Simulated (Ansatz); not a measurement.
# ZrRhS3, from a guessed structure to a relaxed one

This structure for ZrRhS3 is made up. Its elements were placed in a known structure type with a cell scaled to their sizes. What cell does the guess relax to, and how far off was it?

Method: DFT, PBEsol, plane-wave PAW, files of the set soft_1, scalar-relativistic, no spin, cell and ions relaxed at zero pressure; PAW set soft_1, in the first sound run; inputs show where later runs differ, in Ansatz 0.2.0.

### 1. The structure

The structure is cubic, space group Pm-3m (No. 221). The conventional cell has a = 4.456 Å, b = 4.456 Å, c = 4.456 Å, α = 90.00°, β = 90.00°, γ = 90.00°. Rh has 6 S at 2.23 Å nearest. Nearest to Zr lie 12 S at 3.15 Å. Nearest to S lie 2 Rh at 2.23 Å and 4 Zr at 3.15 Å. Farther neighbours and most contacts between anions are not listed.

### 2. Relaxation of the guess

The guessed cell has no reason to be at equilibrium. It is relaxed with the atoms, within the space group of the guess.

The input, input.yaml:

```yaml
crystal:
  lattice:
    - [4.456, 0.0, 0.0]
    - [0.0, 4.456, 0.0]
    - [0.0, 0.0, 4.456]
  atoms:
    - { symbol: Rh, position: [0.0, 0.0, 0.0] }
    - { symbol: Zr, position: [0.5, 0.5, 0.5] }
    - { symbol: S, position: [0.5, 0.0, 0.0] }
    - { symbol: S, position: [0.0, 0.5, 0.0] }
    - { symbol: S, position: [0.0, 0.0, 0.5] }
kpoints:
  mp_grid: { grid: [6, 6, 6] }
scf:
  occupations: { method: fermi_dirac, width: 0.05 }
hamiltonian:
  xc: pbesol
  pseudopotentials: { kind: paw, azcp: { folder: soft_1 }, xc_functional: pbe }
relax:
  f_tol: 0.015
  max_steps: 70
  cell: {}
output:
  forces: true
  stress: true
```

On the command line:

```sh
> ansatz run input.yaml --threads 4 --pin off --max-ram 8192MiB --backend cpu --events-out ev --progress --plain --runs-dir out
```

Numbers of over 12 decimals in the logs are rounded to 6 here.

What it wrote:

```text
Engine: ansatz 0.2.0, x86_64-unknown-linux-gnu
Pseudopotentials: kind: paw
Pseudopotential: Rh, paw, valence charge 17, recommended cutoff 420 eV (normal), soft_1/Rh.paw.azcp
Pseudopotential: Zr, paw, valence charge 12, recommended cutoff 420 eV (normal), soft_1/Zr.paw.azcp
Pseudopotential: S, paw, valence charge 6, recommended cutoff 420 eV (normal), soft_1/S.paw.azcp
Functional definition: PBEsol
  exchange = pbesol_x
  correlation = pbesol_c
Crystal: 5 atoms, lattice volume = 88.478 Å³
Basis set: ecut = 420 eV, 1743 PW (Γ), exchange–correlation on 60×60×60 points (8 copies of the dense FFT grid, shifted against one another)
Bands: 29, of which v1, the nominal top of the filled ones, is band 24 counted from 1 (23 counted from 0)
Symmetry: 48 space group operations
Space group: Pm-3m (ITA 221), of the structure as read, at distance tolerance 4.5e-5 Å
k-points: 20 of 216
Non-local potential: Rh, projectors of the file, l = 0: 3, l = 1: 2, l = 2: 2, l = 3: 1
Non-local potential: Zr, projectors of the file, l = 0: 3, l = 1: 2, l = 2: 2, l = 3: 1
Non-local potential: S, projectors of the file, l = 0: 2, l = 1: 2, l = 2: 1
PAW form: soft (Blöchl's): semilocal exchange-correlation on the pseudo side does not see the compensation charge
PAW frozen core: Rh, regenerated for the run's functional, and the local potential with it (the file was generated under x = pbe(κ = 0.804, μ = 0.219515), c = pbe(β = 0.066725))
PAW frozen core: Zr, regenerated for the run's functional, and the local potential with it (the file was generated under x = pbe(κ = 0.804, μ = 0.219515), c = pbe(β = 0.066725))
PAW frozen core: S, regenerated for the run's functional, and the local potential with it (the file was generated under x = pbe(κ = 0.804, μ = 0.219515), c = pbe(β = 0.066725))
PAW one-centre angular grid: Rh, 590 points (default); XC on 64 Gauss nodes
PAW one-centre angular grid: Zr, 590 points (default); XC on 64 Gauss nodes
PAW one-centre angular grid: S, 110 points (default); XC on 64 Gauss nodes
Initial density: superposition of atomic densities (chi_scale 0.1, normalization cell, long waves kept (reshape's long-wave potential 0.00 eV rms))
Initial wavefunctions: pseudopotential atomic-orbital guess
Functional: x = pbesol(κ = 0.804, μ = 0.123457), c = pbesol(β = 0.046)
SCF iter   1: F=—  HF=-13126.886418 eV  |F-HF|=—  |Δ(HF+E_count)|=         —  Δρ=1.90e-1  dr2=7.93e1  ethr=3.10e-3  ⟨swp⟩=7.5  Hψ=5999  notcnv=0  defer=5
automatic band count: the SCF goes on with 34 bands, as 29 were too few: the levels above may hold too much charge
preconditioner: auto → Kerker (q_TF=auto, 2.455 Å⁻¹)  [metal: Δε(μ)=0.034 eV  Ē_g=8.431 eV  σ=0.050 eV  W_gap=0.17  n_scr=26 (ndim 8)  ℏωp=22.0 eV  f_vac=0.000  D(μ)=7.16/eV (n_scr^D=80)]
SCF iter   2: F=—  HF=-13124.191662 eV  |F-HF|=—  |Δ(HF+E_count)|=    2.69e0  Δρ=9.18e-2  dr2=1.84e1  ethr=3.10e-3  ⟨swp⟩=2.8  Hψ=1213  notcnv=0  defer=34
SCF iter   3: F=—  HF=-13123.290897 eV  |F-HF|=—  |Δ(HF+E_count)|=   9.01e-1  Δρ=2.06e-2  dr2=1.01e0  ethr=3.10e-3  ⟨swp⟩=2.0  Hψ=1003  notcnv=0  defer=33
SCF iter   4: F=—  HF=-13123.208937 eV  |F-HF|=—  |Δ(HF+E_count)|=   8.20e-2  Δρ=7.39e-3  dr2=1.26e-1  ethr=2.15e-3  ⟨swp⟩=1.1  Hψ=844  notcnv=0  defer=32
SCF iter   5: F=—  HF=-13123.195842 eV  |F-HF|=—  |Δ(HF+E_count)|=   1.31e-2  Δρ=2.04e-3  dr2=1.10e-2  ethr=2.69e-4  ⟨swp⟩=2.0  Hψ=731  notcnv=0  defer=43
SCF iter   6: F=—  HF=-13123.195117 eV  |F-HF|=—  |Δ(HF+E_count)|=   7.25e-4  Δρ=7.62e-4  dr2=1.47e-3  ethr=2.35e-5  ⟨swp⟩=1.9  Hψ=721  notcnv=0  defer=43
SCF iter   7: F=—  HF=-13123.195043 eV  |F-HF|=—  |Δ(HF+E_count)|=   7.41e-5  Δρ=2.64e-4  dr2=1.85e-4  ethr=3.12e-6  ⟨swp⟩=1.8  Hψ=721  notcnv=0  defer=43
SCF iter   8: F=—  HF=-13123.195026 eV  |F-HF|=—  |Δ(HF+E_count)|=   1.61e-5  Δρ=7.47e-5  dr2=1.18e-5  ethr=3.94e-7  ⟨swp⟩=1.6  Hψ=667  notcnv=0  defer=43
SCF iter   9: F=—  HF=-13123.195152 eV  |F-HF|=—  |Δ(HF+E_count)|=   1.26e-4  Δρ=2.42e-5  dr2=1.48e-6  ethr=2.50e-8  ⟨swp⟩=2.0  Hψ=912  notcnv=0  defer=43
SCF iter  10: F=-13123.195152 eV  HF=-13123.195152 eV  |F-HF|=1.53e-9  |Δ(HF+E_count)|=   1.32e-7  Δρ=1.57e-6  dr2=3.31e-9  ethr=2.13e-10  ⟨swp⟩=4.0  Hψ=2601  notcnv=0
SCF 1 converged in 10 iterations: F = -13123.195152 eV  dr2 = 3.31e-9
  greatest PAW one-centre occupation: 0.999 electrons in one spin orbital (limit 2), on the Rh atom at site 0 (counted from 0), in its partial waves of l = 0
relax step   1: F+E_penalty+E_count = -13123.19515195 eV  Δ(F+E_penalty+E_count) = +0.000e0 eV  max|allowed force component| = 2.522e-29 eV/Å  Δτ_max = 0.0000 Å  P = +4.009 GPa  Ω = 88.478 Å³  (10 SCF iters, dr2 threshold 1.00e-7 eV, accepted)
Crystal: 5 atoms, lattice volume = 91.250 Å³
Basis set: ecut = 420 eV, 1791 PW (Γ), exchange–correlation on 60×60×60 points (8 copies of the dense FFT grid, shifted against one another)
Bands: 34, of which v1, the nominal top of the filled ones, is band 24 counted from 1 (23 counted from 0)
Initial density: handed on by an earlier stage of this run
Initial wavefunctions: those handed on with the density
iter 1 solved again at ethr=8.35e-5 eV; its pass at ethr=3.10e-3 eV (dr2=3.92e-2 eV) is discarded
SCF iter   1: F=—  HF=-13123.230610 eV  |F-HF|=—  |Δ(HF+E_count)|=         —  Δρ=4.28e-3  dr2=4.37e-2  ethr=8.35e-5  ⟨swp⟩=2.0  Hψ=3408  notcnv=0
preconditioner: auto → Resta (q_TF=auto, 2.443 Å⁻¹)  ε∞=7.3  [insulator: Δε(μ)=0.185 eV  Ē_g=8.599 eV  σ=0.050 eV  W_gap=0.57  n_scr=26 (ndim 8)  ℏωp=21.6 eV  f_vac=0.000  D(μ)=1.46/eV (n_scr^D=6)  ε∞_Penn≈7.3]
SCF iter   2: F=—  HF=-13123.227159 eV  |F-HF|=—  |Δ(HF+E_count)|=   3.45e-3  Δρ=1.98e-3  dr2=1.07e-2  ethr=8.35e-5  ⟨swp⟩=1.0  Hψ=680  notcnv=0
SCF iter   3: F=—  HF=-13123.226052 eV  |F-HF|=—  |Δ(HF+E_count)|=   1.11e-3  Δρ=2.79e-4  dr2=1.42e-4  ethr=2.28e-5  ⟨swp⟩=1.1  Hψ=682  notcnv=0
SCF iter   4: F=—  HF=-13123.226173 eV  |F-HF|=—  |Δ(HF+E_count)|=   1.21e-4  Δρ=7.08e-5  dr2=3.86e-6  ethr=3.02e-7  ⟨swp⟩=2.3  Hψ=990  notcnv=0
SCF iter   5: F=—  HF=-13123.226174 eV  |F-HF|=—  |Δ(HF+E_count)|=   4.40e-7  Δρ=2.25e-5  dr2=5.50e-7  ethr=8.21e-9  ⟨swp⟩=2.2  Hψ=1076  notcnv=0
SCF iter   6: F=-13123.226173 eV  HF=-13123.226173 eV  |F-HF|=1.02e-8  |Δ(HF+E_count)|=   3.79e-8  Δρ=3.26e-6  dr2=1.44e-8  ethr=1.06e-9  ⟨swp⟩=4.7  Hψ=2124  notcnv=0
SCF 2 converged in 6 iterations: F = -13123.226173 eV  dr2 = 1.44e-8
relax step   2: F+E_penalty+E_count = -13123.22617348 eV  Δ(F+E_penalty+E_count) = -3.102e-2 eV  max|allowed force component| = 2.616e-30 eV/Å  Δτ_max = 0.0000 Å  P = -0.200 GPa  Ω = 91.250 Å³  energy of the carried Pulay correction = -9.032e-4 eV  (6 SCF iters, dr2 threshold 5.00e-7 eV, accepted)
Crystal: 5 atoms, lattice volume = 91.114 Å³
iter 1 solved again at ethr=1.99e-7 eV; its pass at ethr=3.10e-3 eV (dr2=9.34e-5 eV) is discarded
SCF iter   1: F=—  HF=-13123.226177 eV  |F-HF|=—  |Δ(HF+E_count)|=         —  Δρ=2.16e-4  dr2=1.11e-4  ethr=1.99e-7  ⟨swp⟩=2.5  Hψ=3056  notcnv=0
preconditioner: auto → Kerker (q_TF=auto, 2.443 Å⁻¹)  [metal: Δε(μ)=0.118 eV  Ē_g=8.577 eV  σ=0.050 eV  W_gap=0.46  n_scr=26 (ndim 8)  ℏωp=21.7 eV  f_vac=0.000  D(μ)=1.66/eV (n_scr^D=6)]
SCF iter   2: F=—  HF=-13123.226169 eV  |F-HF|=—  |Δ(HF+E_count)|=   7.62e-6  Δρ=1.06e-4  dr2=3.13e-5  ethr=1.99e-7  ⟨swp⟩=1.0  Hψ=680  notcnv=0
SCF iter   3: F=—  HF=-13123.226306 eV  |F-HF|=—  |Δ(HF+E_count)|=   1.37e-4  Δρ=1.82e-5  dr2=9.21e-7  ethr=6.67e-8  ⟨swp⟩=1.0  Hψ=680  notcnv=0
iter 4 did not close the SCF: its close was put off for the readings that it lacked (scf_convergence_deferred on its scf_iter line)
SCF iter   4: F=-13123.226306 eV  HF=-13123.226306 eV  |F-HF|=9.75e-9  |Δ(HF+E_count)|=   7.45e-8  Δρ=4.39e-6  dr2=1.87e-8  ethr=1.96e-9  ⟨swp⟩=2.1  Hψ=893  notcnv=0
iter 5 did not close the SCF: its close was put off for the readings that it lacked (scf_convergence_deferred on its scf_iter line)
SCF iter   5: F=-13123.226306 eV  HF=-13123.226306 eV  |F-HF|=1.42e-9  |Δ(HF+E_count)|=   1.43e-9  Δρ=1.17e-6  dr2=1.76e-9  ethr=3.97e-11  ⟨swp⟩=2.2  Hψ=998  notcnv=0
SCF iter   6: F=-13123.226306 eV  HF=-13123.226306 eV  |F-HF|=3.64e-11  |Δ(HF+E_count)|=  1.56e-10  Δρ=2.54e-7  dr2=5.82e-11  ethr=3.75e-12  ⟨swp⟩=1.9  Hψ=1961  notcnv=0
SCF 3 converged in 6 iterations: F = -13123.226306 eV  dr2 = 5.82e-11
relax step   3: F+E_penalty+E_count = -13123.22630557 eV  Δ(F+E_penalty+E_count) = -1.321e-4 eV  max|allowed force component| = 2.919e-30 eV/Å  Δτ_max = 0.0000 Å  P = -0.010 GPa  Ω = 91.114 Å³  energy of the carried Pulay correction = -8.597e-4 eV  (6 SCF iters, dr2 threshold 9.95e-8 eV, accepted)
Basis set: ecut = 420 eV, 1791 PW (Γ), exchange–correlation on 64×64×64 points (8 copies of the dense FFT grid, shifted against one another)
Initial wavefunctions: pseudopotential atomic-orbital guess (no wavefunctions were taken with the density)
iter 1 solved again at ethr=5.33e-7 eV; its pass at ethr=3.10e-3 eV (dr2=2.51e-4 eV) is discarded
SCF iter   1: F=—  HF=-13123.225872 eV  |F-HF|=—  |Δ(HF+E_count)|=         —  Δρ=9.70e-4  dr2=1.86e-5  ethr=5.33e-7  ⟨swp⟩=3.9  Hψ=5292  notcnv=0
preconditioner: auto → Kerker (q_TF=auto, 2.443 Å⁻¹)  [metal: Δε(μ)=0.122 eV  Ē_g=8.579 eV  σ=0.050 eV  W_gap=0.47  n_scr=26 (ndim 8)  ℏωp=21.7 eV  f_vac=0.000  D(μ)=1.65/eV (n_scr^D=6)]
SCF iter   2: F=—  HF=-13123.226885 eV  |F-HF|=—  |Δ(HF+E_count)|=   1.01e-3  Δρ=4.92e-4  dr2=4.61e-6  ethr=3.95e-8  ⟨swp⟩=2.0  Hψ=874  notcnv=0
SCF iter   3: F=—  HF=-13123.227188 eV  |F-HF|=—  |Δ(HF+E_count)|=   3.03e-4  Δρ=1.14e-5  dr2=1.66e-8  ethr=9.81e-9  ⟨swp⟩=1.3  Hψ=699  notcnv=0
SCF iter   4: F=—  HF=-13123.227188 eV  |F-HF|=—  |Δ(HF+E_count)|=   1.27e-7  Δρ=9.64e-7  dr2=8.99e-10  ethr=3.53e-11  ⟨swp⟩=2.4  Hψ=1135  notcnv=0
SCF iter   5: F=—  HF=-13123.227188 eV  |F-HF|=—  |Δ(HF+E_count)|=  2.60e-10  Δρ=3.84e-7  dr2=4.40e-10  ethr=1.91e-12  ⟨swp⟩=2.4  Hψ=1068  notcnv=0
SCF iter   6: F=-13123.227188 eV  HF=-13123.227188 eV  |F-HF|=2.36e-11  |Δ(HF+E_count)|=  3.09e-11  Δρ=1.12e-7  dr2=3.20e-11  ethr=1.00e-12  ⟨swp⟩=4.0  Hψ=2450  notcnv=0
SCF 4 converged in 6 iterations: F = -13123.227188 eV  dr2 = 3.20e-11
relax step   4: F+E_penalty+E_count = -13123.22718774 eV  Δ(F+E_penalty+E_count) = -8.822e-4 eV  max|allowed force component| = 3.011e-30 eV/Å  Δτ_max = 0.0000 Å  P = -0.007 GPa  Ω = 91.114 Å³  stress off target by 7.44e-3 GPa  SCF on the basis re-selected at this cell (its energy is not comparable with the rows above)  (6 SCF iters)
basis re-selected at this cell: Δ(F+E_penalty+E_count) = -8.822e-4 eV, ΔP = +0.003 GPa vs the last step (what re-selecting the basis moved, of the pressure what is left beyond the Pulay correction that the steps carried, after the strain that the cell walked since its last selection, with what the two solves' SCF thresholds leave and, on support functions, any second-order correction that the steps lacked; it is no measure of the basis error at this ecutwfc). The dense FFT grid was sized anew with the basis: this SCF ran on 32×32×32 points, the steps before it on 30×30×30, so part of this shift can come from that change (see relax.cell in the input reference). [rest of the remark cut]
SCF converged after 6 iterations
Free energy (F): -13123.227188 eV
Harris-Foulkes:  -13123.227188 eV  (|F-HF|=2.36e-11)
Internal energy: -13123.213847 eV  (E = F + TS)
E sigma→0 (E₀):  -13123.220518 eV
Entropy (-TS):   -0.013340 eV (-2.668 meV/atom)
Fermi energy:    11.756920 eV
--- Per-component energies (eV) ---
  E_band       = -324.753200
  E_kinetic    = 1172.890165
  E_local      = -3629.595350  (includes V_loc(G=0)·N_el)
  E_nonlocal   = 482.436524
  E_hartree    = 1374.137229
  E_xc         = -618.255222
  E_vxc        = -682.814952  (∫ρ·V_xc dr)
  E_paw        = -8228.040295  (= ΣΔE_a)
  E_vpaw       = -415.944283  (= ΣTr[D̂ρ^β])
  E_aug_tail   = -0.000010  (compensation charges beyond the density's cutoff)
  E_ewald      = -3677.414659
  E_core_change = 0.627770  (= ΣΔE_core)
  E_smearing   = -0.013340  (= −TS)
  E_closure    = -0.000000  (closes the sum)
  Σ components = -13123.227188   (vs F -13123.227188, Δ=0.00e0)
--- Forces (eV/Å), atoms counted from 1 ---
  atom   1  Rh     0.00000000    -0.00000000     0.00000000
  atom   2  Zr    -0.00000000     0.00000000     0.00000000
  atom   3  S      0.00000000     0.00000000    -0.00000000
  atom   4  S      0.00000000    -0.00000000    -0.00000000
  atom   5  S      0.00000000    -0.00000000    -0.00000000
  max |Σ_I F_I| component: 1.77e-30 eV/Å
--- Stress (GPa, compression-positive) ---
       -0.007443       0.000000       0.000000
        0.000000      -0.007443       0.000000
        0.000000       0.000000      -0.007443
  P = ⅓ Tr σ = -0.0074 GPa (-0.074 kbar)
--- Relaxed structure (3 steps of the walk, 3 accepted, 1 SCFs on fresh bases) ---
  F+E_penalty+E_count = -13123.22718774 eV   max|allowed force component| = 3.011e-30 eV/Å   (the final SCF, on the basis selected at the relaxed cell)
  cell:  # Å, volume = 91.1145 Å³
    - [4.499827, 0, 0]
    - [0, 4.499827, 0]
    - [0, 0, 4.499827]
  atoms:
    - { symbol: Rh, position: [0, 0, 0] }
    - { symbol: Zr, position: [0.5, 0.5, 0.5] }
    - { symbol: S, position: [0.5, 0, 0] }
    - { symbol: S, position: [0, 0.5, 0] }
    - { symbol: S, position: [0, 0, 0.5] }
```

Elapsed: 4.3 s, on 4 threads of Intel Xeon at 2.60GHz (Ice Lake), shared host; peak memory 0.5 GiB; 10 s of CPU time.

This run has no spin polarisation although its electron count is odd.

Relaxation path:

```
step  energy less that of the first step (eV)  largest force component (eV/Å)  pressure (GPa)  volume (Å³)
   1                                   0.0000                          0.0000            4.01        88.48
   2                                  -0.0310                          0.0000           -0.20        91.25
   3                                  -0.0312                          0.0000           -0.01        91.11
  4*                                  -0.0320                          0.0000           -0.01        91.11
```

Relaxation steps marked * repeat the geometry before them on a plane-wave basis chosen anew for their cell, so energy and pressure can jump there.

The run keeps the 48 symmetry operations that it works with, so distortions that break them were not tested.

```
conventional cell, symmetrised  before  after  change
                         a (Å)   4.456  4.500  +1.0 %
                         b (Å)   4.456  4.500  +1.0 %
                         c (Å)   4.456  4.500  +1.0 %
              volume (Å³/atom)   17.70  18.22  +3.0 %
```

Numbers from this step:

```yaml
free_energy: -13123.2272 eV
energy_at_zero_smearing: -13123.2205 eV
smearing_term_ts: 0.01334 eV
fermi_energy: 11.76 eV
electrons: 47
symmetry_operations: 48
pressure: -0.007443 GPa
```

The shortest distance of each pair, which need not be the same contact before and after:

```
 pair  guess (Å)  relaxed (Å)
 Rh–S      2.228        2.250
 S–Zr      3.151        3.182
  S–S      3.151        3.182
Rh–Zr      3.859        3.897
Rh–Rh      4.456        4.500
```

The relaxation ends with a pressure of -0.01 GPa.

(Part 1 of 2 ends here.)

[Logs are printed without paths, hosts, clocks, repeated set-up lines and the standing remarks that a program may print on its own settings, such as how far it seeks lower states.]

[Hosts, paths, dates, database ids (printed as entryN), source tags and the programs' standing remarks are cut or masked in the printed files.]
